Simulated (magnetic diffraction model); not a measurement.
**SrMn3Cd2O9: the ordered moment from one line**

Space group P6_3/mmc (no. 194), a = 5.4520 Å, c = 12.8520 Å.

| site | atom | x | y | z |
| --- | --- | --- | --- | --- |
| 4f | Cd | 2/3 | 1/3 | 0.5901 |
| 2b | Sr | 0 | 0 | 1/4 |
| 4f | Mn | 2/3 | 1/3 | 0.3441 |
| 2a | Mn | 0 | 0 | 1/2 |
| 12k | O | 0.1601 | 0.8399 | 0.5812 |
| 6h | O | 0.5100 | 0.4900 | 1/4 |

This is a made-up structure (elements placed in a structure type, unrelaxed), so the numbers test the method and describe no known phase.

Only Mn is taken to order (form factors of Mn4+); orders and moment sizes are assumed, and not adapted to the symmetry. Radiation: neutrons of λ = 1.594 Å (absorption by Cd left out), 1.5° to 60°; isotropic B of 0.24 Å² (Cd), 0.24 Å² (Sr), 0.37 Å² (Mn) and 0.37 Å² (O). Simulated constant-wavelength pattern: nuclear and magnetic terms add, the magnetic one as |2.695 fm × Σ f S⊥ exp(2πi Q·r) exp(−B s²)|², summed over all Q at one angle with the factor 1/(sin²θ cos θ). For a modulated order the moment at position r is S exp(−2πi k·r) + c.c., with S = m/2 for a sine wave of amplitude m and S = m(u + iv)/2 for moments turning in a plane, u and v being orthogonal unit vectors in it; the phase factor of the sum at Q = H + k is then exp(2πi H·r). Free-ion form factors, Sears's scattering lengths of 1992, no absorption; a label names one of the reflections at its angle. The strongest nuclear line in the range is 100, and lines under 0.2 are left out.

In a first state the assumed order is k = (0 0 1/6), moments turning in the plane of [100] and [010], 2.68 μB on Mn; signs + at (2/3, 1/3, 0.3441), + at (1/3, 2/3, 0.6559), + at (1/3, 2/3, 0.8441), + at (2/3, 1/3, 0.1559), − at (0, 0, 1/2), + at (0, 0, 0), with this pattern:

| 2θ (°) | index | nuclear | magnetic |
| --- | --- | --- | --- |
| 5.92 | (0 0 5/6) | 0.0 | 12.3 |
| 8.30 | (0 0 7/6) | 0.0 | 6.2 |
| 13.06 | (0 0 11/6) | 0.0 | 1.4 |
| 14.25 | (0 0 2) | 0.7 | 0.0 |
| 15.44 | (0 0 13/6) | 0.0 | 0.9 |
| 19.44 | (1 0 0) | 1.9 | 0.0 |
| 19.47 | (1 0 1/6) | 0.0 | 2.9 |
| 20.24 | (0 0 17/6) | 0.0 | 0.9 |
| 20.34 | (1 0 5/6) | 0.0 | 8.8 |
| 20.72 | (1 0 1) | 3.8 | 0.0 |
| 21.16 | (1 0 7/6) | 0.0 | 8.5 |
| 22.65 | (0 0 19/6) | 0.0 | 0.7 |
| 23.48 | (1 0 11/6) | 0.0 | 0.3 |
| 24.18 | (1 0 2) | 3.6 | 0.0 |
| 24.92 | (1 0 13/6) | 0.0 | 0.3 |
| 27.50 | (0 0 23/6) | 0.0 | 0.8 |
(The table stops after 16 lines; 58 more lie at higher angle.)

**Question.** Nearer the ordering temperature the line at 5.92° has total intensity 3.1 on the same scale, and all moments have shrunk alike. How large is the Mn moment?

The nuclear part, 0.0, stays, so the magnetic part is 3.1 against 12.3. It goes as m², so m = 2.68 × √(3.1/12.3) = 1.35 μB; the value used was 1.34 μB.
